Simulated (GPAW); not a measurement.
# Settings that the conductance of a Au chain with one bond drawn out by 1.4 Å needs, part 2 of 3

How do the numerical settings move the conductance of a Au chain with one bond drawn out by 1.4 Å?

GPAW 26.7.0; GPAW LCAO, PAW setups; Landauer transmission from Green's functions with principal layers (ASE), zero bias.

So far, conductance (G₀): step 2 (base settings) 0.359; step 8 (broadening 1.00e-6 eV) 0.360; step 9 (broadening 0.001 eV) 0.355; step 10 (broadening 0.01 eV) 0.319; step 11 (broadening 0.05 eV) 0.198. Also open channels of the lead at the Fermi level (one spin): 1 in steps 2, 5, 8 and 9.

## Step 13: Smearing: width = 0.01

Smearing helps the SCF of a metal converge, but it blurs occupations at band edges near the Fermi level.

This step: GPAW LCAO, PAW setups; Landauer transmission from Green's functions with principal layers (ASE), zero bias (GPAW 26.7.0).

File run.py:

```python
import json
import numpy as np
from ase import Atoms
from ase.transport.calculators import TransportCalculator
from gpaw import GPAW, FermiDirac
from gpaw.lcao.tools import get_lcao_hamiltonian
from scipy.linalg import eigh

# The junction with lead layers at both ends, along the third cell vector
device = Atoms(
    ['Au', 'Au', 'Au', 'Au', 'Au', 'Au', 'Au', 'Au', 'Au', 'Au'],
    positions=[
        [4.50000, 4.50000, 1.30000],
        [4.50000, 4.50000, 3.90000],
        [4.50000, 4.50000, 6.50000],
        [4.50000, 4.50000, 9.10000],
        [4.50000, 4.50000, 11.70000],
        [4.50000, 4.50000, 15.70000],
        [4.50000, 4.50000, 18.30000],
        [4.50000, 4.50000, 20.90000],
        [4.50000, 4.50000, 23.50000],
        [4.50000, 4.50000, 26.10000]],
    cell=[[9.0, 0.0, 0.0], [0.0, 9.0, 0.0], [0.0, 0.0, 27.4]],
    pbc=True)

# One principal layer of the lead: the first 3 atoms of the device
lead = Atoms(
    ['Au', 'Au', 'Au'],
    positions=[
        [4.50000, 4.50000, 1.30000],
        [4.50000, 4.50000, 3.90000],
        [4.50000, 4.50000, 6.50000]],
    cell=[[9.0, 0.0, 0.0], [0.0, 9.0, 0.0], [0.0, 0.0, 7.8]],
    pbc=True)

settings = dict(mode='lcao', basis='dzp', xc='PBE', h=0.2,
                occupations=FermiDirac(0.01), maxiter=250,
                mixer=dict(beta=0.1, nmaxold=8, weight=100.0),
                convergence=dict(density=0.0001))
energies = np.arange(-2, 2 + 1e-9, 0.05)
eta = 0.0001
n1, n2 = 1, 1
# k and -k transmit alike, so half of the mesh across the current serves
mesh = [(i, j) for i in range(n1) for j in range(n2) if (i, j) <= (-i % n1, -j % n2)]
weights = np.array([1 if (i, j) == (-i % n1, -j % n2) else 2 for i, j in mesh]) / (n1 * n2)

# [... helper functions left out ...]
fermi_lead = ground_state(lead, (1, 1, 15), 'lead.txt')
fermi_device = ground_state(device, (1, 1, 3), 'device.txt')
# [... loop over the mesh left out, but for ...]
        # Shift the lead onto the potential of the device's first layer
        shift = ((H[:, 0, 0] - H0[:, 0, 0]) / S0[0, 0]).real.mean()
# [...]
kT = 8.617333e-5 * 77
bias = [0.1, 0.2, 0.5, 1.0, 1.5, 2.0]
# [... integrals and printing left out ...]
```

On the command line:

```
$ OMP_NUM_THREADS=1 OPENBLAS_NUM_THREADS=2 python run.py
```

It took 69 s on 2 threads of Intel Xeon Platinum 8259CL at 2.50GHz (Skylake/Cascade Lake), shared host; peak memory 0.9 GiB.

Numbers from this step:

```yaml
conductance: 0.3723 G₀
largest_coupling_past_the_next_principal_layer: 2.47e-7 eV
largest_misfit_of_the_first_principal_layer: 0.03002 eV
shift_that_aligns_the_lead: 0.007414 eV
transmission_at_the_fermi_level_one_spin: 0.3759
open_channels_of_the_lead_at_the_fermi_level_one_spin: 3
```

One spin. Transmission, zone mean against energy, zero at the Fermi level:

energy (eV), transmission, zone mean and a bar from the least value:
```
    -2.00      0.078 
    -1.90      0.083 
    -1.80      0.088 #
    -1.70      0.092 #
    -1.55      0.097 #
    -1.45      0.099 #
    -1.35      0.099 #
    -1.25      0.097 #
    -1.15      0.094 #
    -1.05      0.090 #
    -0.90      0.101 ##
    -0.80      0.111 ##
    -0.70      0.174 #######
    -0.60      0.234 ############
    -0.50      0.280 ###############
    -0.40      0.313 #################
    -0.25      0.372 ######################
    -0.15      0.485 ##############################
    -0.05      0.373 ######################
     0.00      0.376 ######################
     0.05      0.341 ###################
     0.15      0.347 ####################
     0.25      0.350 ####################
     0.40      0.351 ####################
     0.50      0.352 ####################
     0.60      0.352 ####################
     0.70      0.352 ####################
     0.80      0.352 ####################
     0.90      0.345 ####################
     1.05      0.354 ####################
     1.15      0.354 ####################
     1.25      0.355 ####################
     1.35      0.355 ####################
     1.45      0.355 ####################
     1.55      0.355 ####################
     1.70      0.356 ####################
     1.80      0.356 ####################
     1.90      0.355 ####################
     2.00      0.355 ####################
```

Crossings of the lead's bands, unfolded to its shortest repeat. Open channels, zone mean against energy, zero at the Fermi level:

```csv
energy (eV),"open channels, zone mean"
-2.00,3
-1.85,3
-1.70,3
-1.60,3
-1.45,3
-1.30,3
-1.15,5
-1.05,6
-0.90,6
-0.75,6
-0.60,4
-0.50,4
-0.35,4
-0.20,4
-0.05,3
0.00,3
0.05,1
0.20,1
0.35,1
0.50,1
0.60,1
0.75,1
0.90,1
1.05,1
1.15,1
1.30,1
1.45,1
1.60,1
1.70,1
1.85,1
2.00,1
```

Not self-consistent under bias; the bias window is split evenly. Current through one cell, from the zero-bias transmission against bias:

```csv
bias (V),"current through one cell, from the zero-bias transmission (μA)"
0.100,2.84
0.200,5.59
0.500,14.4
1.000,27.5
1.500,38.5
2.000,47.4
```

The conductance, 0.372 G₀, lies 3.7 % above that of the base run.

## Step 14: Varying the smearing: width = 0.03

run.py, as its differences from that of step 13:

```diff
@@ -36,3 +36,3 @@
 settings = dict(mode='lcao', basis='dzp', xc='PBE', h=0.2,
-                occupations=FermiDirac(0.01), maxiter=250,
+                occupations=FermiDirac(0.03), maxiter=250,
                 mixer=dict(beta=0.1, nmaxold=8, weight=100.0),
```

Elapsed: 65 s, on 2 threads; peak memory 0.9 GiB.

This step gave:

| Item | Value |
| --- | --- |
| conductance | 0.3432 G₀ |
| largest misfit of the first principal layer | 0.02634 eV |
| shift that aligns the lead | 0.002837 eV |
| transmission at the Fermi level (one spin) | 0.3396 |

One spin. Table of transmission, zone mean by energy, zero at the Fermi level:

energy (eV), transmission, zone mean and a bar from the least value:
```
    -2.00      0.079 
    -1.90      0.084 
    -1.80      0.088 #
    -1.70      0.093 #
    -1.55      0.097 ##
    -1.45      0.098 ##
    -1.35      0.098 ##
    -1.25      0.097 ##
    -1.15      0.094 #
    -1.05      0.092 #
    -0.90      0.107 ##
    -0.80      0.135 #####
    -0.70      0.188 #########
    -0.60      0.244 ##############
    -0.50      0.283 ##################
    -0.40      0.315 #####################
    -0.25      0.380 ##########################
    -0.20      0.424 ##############################
    -0.15      0.390 ###########################
    -0.05      0.375 ##########################
     0.00      0.340 #######################
     0.05      0.344 #######################
     0.15      0.349 #######################
     0.25      0.352 ########################
     0.40      0.353 ########################
     0.50      0.353 ########################
     0.60      0.353 ########################
     0.70      0.353 ########################
     0.80      0.353 ########################
     0.90      0.366 #########################
     1.05      0.355 ########################
     1.15      0.355 ########################
     1.25      0.355 ########################
     1.35      0.355 ########################
     1.45      0.355 ########################
     1.55      0.356 ########################
     1.70      0.356 ########################
     1.80      0.356 ########################
     1.90      0.355 ########################
     2.00      0.355 ########################
```

Not self-consistent under bias; the bias window is split evenly. Table of current through one cell, from the zero-bias transmission by bias:

```csv
bias (V),"current through one cell, from the zero-bias transmission (μA)"
0.100,2.71
0.200,5.47
0.500,14.1
1.000,27.2
1.500,38.5
2.000,47.6
```

The conductance, 0.343 G₀, lies 4.5 % below that of the base run.

## Step 15: Smearing: width = 0.2

run.py, as its differences from that of step 14:

```diff
@@ -36,3 +36,3 @@
 settings = dict(mode='lcao', basis='dzp', xc='PBE', h=0.2,
-                occupations=FermiDirac(0.03), maxiter=250,
+                occupations=FermiDirac(0.2), maxiter=250,
                 mixer=dict(beta=0.1, nmaxold=8, weight=100.0),
```

Elapsed: 61 s, on 2 threads; peak memory 0.9 GiB.

One spin. Transmission, zone mean against energy, zero at the Fermi level:

energy (eV), transmission, zone mean and a bar from the least value:
```
    -2.00      0.081 
    -1.90      0.085 
    -1.80      0.088 #
    -1.70      0.092 #
    -1.55      0.096 ##
    -1.45      0.097 ##
    -1.35      0.097 ##
    -1.25      0.125 #####
    -1.15      0.156 ########
    -1.05      0.189 ###########
    -0.90      0.201 #############
    -0.80      0.202 #############
    -0.70      0.217 ##############
    -0.60      0.251 ##################
    -0.50      0.290 ######################
    -0.40      0.300 #######################
    -0.25      0.333 ##########################
    -0.15      0.350 ############################
    -0.05      0.360 #############################
     0.00      0.363 #############################
     0.05      0.366 #############################
     0.15      0.368 ##############################
     0.25      0.369 ##############################
     0.40      0.369 ##############################
     0.50      0.367 ##############################
     0.60      0.366 #############################
     0.70      0.370 ##############################
     0.80      0.365 #############################
     0.90      0.363 #############################
     1.05      0.360 #############################
     1.15      0.359 #############################
     1.25      0.357 #############################
     1.35      0.356 #############################
     1.45      0.355 ############################
     1.55      0.353 ############################
     1.70      0.352 ############################
     1.80      0.350 ############################
     1.90      0.349 ############################
     2.00      0.348 ############################
```

The conductance, 0.363 G₀, lies 1.1 % above that of the base run.

## Step 16: Varying the smearing: width = 0.4

run.py, as its differences from that of step 15:

```diff
@@ -36,3 +36,3 @@
 settings = dict(mode='lcao', basis='dzp', xc='PBE', h=0.2,
-                occupations=FermiDirac(0.2), maxiter=250,
+                occupations=FermiDirac(0.4), maxiter=250,
                 mixer=dict(beta=0.1, nmaxold=8, weight=100.0),
```

It took 56 s on 2 threads; peak memory 0.9 GiB.

The conductance, 0.343 G₀, lies 4.6 % below that of the base run.

## Step 17: Convergence in the smearing

This step: convergence of the conductance (GPAW 26.7.0).

The conductance by smearing:

```csv
smearing (eV),conductance (G₀)
0.010,0.372
0.030,0.343
0.100,0.359
0.200,0.363
0.400,0.343
```

## Step 18: Varying the width of the vacuum box

The images of the wire across the vacuum must not overlap or polarise each other.

This step: GPAW LCAO, PAW setups; Landauer transmission from Green's functions with principal layers (ASE), zero bias (GPAW 26.7.0).

The cell differs from the one that the last finished run ended in (a 9.000 → 5.000 Å, b 9.000 → 5.000 Å).

run.py, as its differences from that of step 16:

```diff
@@ -12,13 +12,13 @@
     positions=[
-        [4.50000, 4.50000, 1.30000],
-        [4.50000, 4.50000, 3.90000],
-        [4.50000, 4.50000, 6.50000],
-        [4.50000, 4.50000, 9.10000],
-        [4.50000, 4.50000, 11.70000],
-        [4.50000, 4.50000, 15.70000],
-        [4.50000, 4.50000, 18.30000],
-        [4.50000, 4.50000, 20.90000],
-        [4.50000, 4.50000, 23.50000],
-        [4.50000, 4.50000, 26.10000]],
-    cell=[[9.0, 0.0, 0.0], [0.0, 9.0, 0.0], [0.0, 0.0, 27.4]],
+        [2.50000, 2.50000, 1.30000],
+        [2.50000, 2.50000, 3.90000],
+        [2.50000, 2.50000, 6.50000],
+        [2.50000, 2.50000, 9.10000],
+        [2.50000, 2.50000, 11.70000],
+        [2.50000, 2.50000, 15.70000],
+        [2.50000, 2.50000, 18.30000],
+        [2.50000, 2.50000, 20.90000],
+        [2.50000, 2.50000, 23.50000],
+        [2.50000, 2.50000, 26.10000]],
+    cell=[[5.0, 0.0, 0.0], [0.0, 5.0, 0.0], [0.0, 0.0, 27.4]],
     pbc=True)
@@ -29,6 +29,6 @@
     positions=[
-        [4.50000, 4.50000, 1.30000],
-        [4.50000, 4.50000, 3.90000],
-        [4.50000, 4.50000, 6.50000]],
-    cell=[[9.0, 0.0, 0.0], [0.0, 9.0, 0.0], [0.0, 0.0, 7.8]],
+        [2.50000, 2.50000, 1.30000],
+        [2.50000, 2.50000, 3.90000],
+        [2.50000, 2.50000, 6.50000]],
+    cell=[[5.0, 0.0, 0.0], [0.0, 5.0, 0.0], [0.0, 0.0, 7.8]],
     pbc=True)
@@ -36,3 +36,3 @@
 settings = dict(mode='lcao', basis='dzp', xc='PBE', h=0.2,
-                occupations=FermiDirac(0.4), maxiter=250,
+                occupations=FermiDirac(0.1), maxiter=250,
                 mixer=dict(beta=0.1, nmaxold=8, weight=100.0),
```

Run time: 64 s. Hardware: 2 threads; peak memory 0.49 GiB.

This step gave:

| Item | Value |
| --- | --- |
| conductance | 0.3841 G₀ |
| largest coupling past the next principal layer | 2.46e-7 eV |
| largest misfit of the first principal layer | 0.06313 eV |
| shift that aligns the lead | 0.01533 eV |
| transmission at the Fermi level (one spin) | 0.3842 |

One spin. Table of transmission, zone mean by energy, zero at the Fermi level:

```csv
energy (eV),"transmission, zone mean"
-2.00,0.0669
-1.85,0.0729
-1.70,0.0786
-1.60,0.0825
-1.45,0.0884
-1.30,0.0939
-1.15,0.136
-1.05,0.184
-0.90,0.243
-0.75,0.216
-0.60,0.227
-0.50,0.271
-0.35,0.364
-0.20,0.393
-0.15,0.397
-0.05,0.382
0.00,0.384
0.05,0.385
0.20,0.381
0.35,0.375
0.50,0.368
0.60,0.363
0.75,0.353
0.90,0.351
1.05,0.345
1.15,0.341
1.30,0.336
1.45,0.332
1.60,0.328
1.70,0.326
1.85,0.322
2.00,0.319
```

Not self-consistent under bias; the bias window is split evenly. The current through one cell, from the zero-bias transmission by bias:

```csv
bias (V),"current through one cell, from the zero-bias transmission (μA)"
0.100,2.97
0.200,5.96
0.500,15.0
1.000,28.9
1.500,40.3
2.000,51.6
```

The conductance, 0.384 G₀, lies 6.9 % above that of the base run.

## Step 19: Width of the vacuum box, box 6 × 6 Å

The cell differs from the one that the last finished run ended in (a 5.000 → 6.000 Å, b 5.000 → 6.000 Å).

run.py, as its differences from that of step 18:

```diff
@@ -12,13 +12,13 @@
     positions=[
-        [2.50000, 2.50000, 1.30000],
-        [2.50000, 2.50000, 3.90000],
-        [2.50000, 2.50000, 6.50000],
-        [2.50000, 2.50000, 9.10000],
-        [2.50000, 2.50000, 11.70000],
-        [2.50000, 2.50000, 15.70000],
-        [2.50000, 2.50000, 18.30000],
-        [2.50000, 2.50000, 20.90000],
-        [2.50000, 2.50000, 23.50000],
-        [2.50000, 2.50000, 26.10000]],
-    cell=[[5.0, 0.0, 0.0], [0.0, 5.0, 0.0], [0.0, 0.0, 27.4]],
+        [3.00000, 3.00000, 1.30000],
+        [3.00000, 3.00000, 3.90000],
+        [3.00000, 3.00000, 6.50000],
+        [3.00000, 3.00000, 9.10000],
+        [3.00000, 3.00000, 11.70000],
+        [3.00000, 3.00000, 15.70000],
+        [3.00000, 3.00000, 18.30000],
+        [3.00000, 3.00000, 20.90000],
+        [3.00000, 3.00000, 23.50000],
+        [3.00000, 3.00000, 26.10000]],
+    cell=[[6.0, 0.0, 0.0], [0.0, 6.0, 0.0], [0.0, 0.0, 27.4]],
     pbc=True)
@@ -29,6 +29,6 @@
     positions=[
-        [2.50000, 2.50000, 1.30000],
-        [2.50000, 2.50000, 3.90000],
-        [2.50000, 2.50000, 6.50000]],
-    cell=[[5.0, 0.0, 0.0], [0.0, 5.0, 0.0], [0.0, 0.0, 7.8]],
+        [3.00000, 3.00000, 1.30000],
+        [3.00000, 3.00000, 3.90000],
+        [3.00000, 3.00000, 6.50000]],
+    cell=[[6.0, 0.0, 0.0], [0.0, 6.0, 0.0], [0.0, 0.0, 7.8]],
     pbc=True)
```

The job ended after 54 s (2 threads; peak memory 0.54 GiB).

Numbers from this step:

```
conductance                                 : 0.3674 G₀
largest misfit of the first principal layer : 0.04919 eV
shift that aligns the lead                  : 0.01140 eV
transmission at the Fermi level (one spin)  : 0.3676
```

One spin. The transmission, zone mean by energy, zero at the Fermi level:

```csv
energy (eV),"transmission, zone mean"
-2.000,0.0769
-1.800,0.0854
-1.600,0.0931
-1.400,0.0993
-1.200,0.100
-1.000,0.142
-0.800,0.218
-0.600,0.224
-0.400,0.306
-0.250,0.379
-0.200,0.347
0.000,0.368
0.200,0.377
0.400,0.376
0.600,0.372
0.800,0.388
1.000,0.366
1.200,0.363
1.400,0.361
1.600,0.359
1.800,0.357
2.000,0.356
```

Not self-consistent under bias; the bias window is split evenly. The current through one cell, from the zero-bias transmission by bias:

```csv
bias (V),"current through one cell, from the zero-bias transmission (μA)"
0.100,2.84
0.200,5.68
0.500,14.2
1.000,27.7
1.500,39.3
2.000,50.2
```

The conductance, 0.367 G₀, lies 2.3 % above that of the base run.

## Step 20: Width of the vacuum box, box 7.5 × 7.5 Å

The cell differs from the one that the last finished run ended in (a 6.000 → 7.500 Å, b 6.000 → 7.500 Å).

run.py, as its differences from that of step 19:

```diff
@@ -12,13 +12,13 @@
     positions=[
-        [3.00000, 3.00000, 1.30000],
-        [3.00000, 3.00000, 3.90000],
-        [3.00000, 3.00000, 6.50000],
-        [3.00000, 3.00000, 9.10000],
-        [3.00000, 3.00000, 11.70000],
-        [3.00000, 3.00000, 15.70000],
-        [3.00000, 3.00000, 18.30000],
-        [3.00000, 3.00000, 20.90000],
-        [3.00000, 3.00000, 23.50000],
-        [3.00000, 3.00000, 26.10000]],
-    cell=[[6.0, 0.0, 0.0], [0.0, 6.0, 0.0], [0.0, 0.0, 27.4]],
+        [3.75000, 3.75000, 1.30000],
+        [3.75000, 3.75000, 3.90000],
+        [3.75000, 3.75000, 6.50000],
+        [3.75000, 3.75000, 9.10000],
+        [3.75000, 3.75000, 11.70000],
+        [3.75000, 3.75000, 15.70000],
+        [3.75000, 3.75000, 18.30000],
+        [3.75000, 3.75000, 20.90000],
+        [3.75000, 3.75000, 23.50000],
+        [3.75000, 3.75000, 26.10000]],
+    cell=[[7.5, 0.0, 0.0], [0.0, 7.5, 0.0], [0.0, 0.0, 27.4]],
     pbc=True)
@@ -29,6 +29,6 @@
     positions=[
-        [3.00000, 3.00000, 1.30000],
-        [3.00000, 3.00000, 3.90000],
-        [3.00000, 3.00000, 6.50000]],
-    cell=[[6.0, 0.0, 0.0], [0.0, 6.0, 0.0], [0.0, 0.0, 7.8]],
+        [3.75000, 3.75000, 1.30000],
+        [3.75000, 3.75000, 3.90000],
+        [3.75000, 3.75000, 6.50000]],
+    cell=[[7.5, 0.0, 0.0], [0.0, 7.5, 0.0], [0.0, 0.0, 7.8]],
     pbc=True)
```

Wall time 56 s (2 threads); peak memory 0.7 GiB.

The conductance, 0.361 G₀, lies 0.4 % above that of the base run.

(Part 2 of 3 ends here.)

[Logs are printed without paths, hosts, clocks, repeated set-up lines and the standing remarks that a program may print on its own settings, such as how far it seeks lower states.]

[Hosts, paths, dates, database ids (printed as entryN), source tags and the programs' standing remarks are cut or masked in the printed files.]
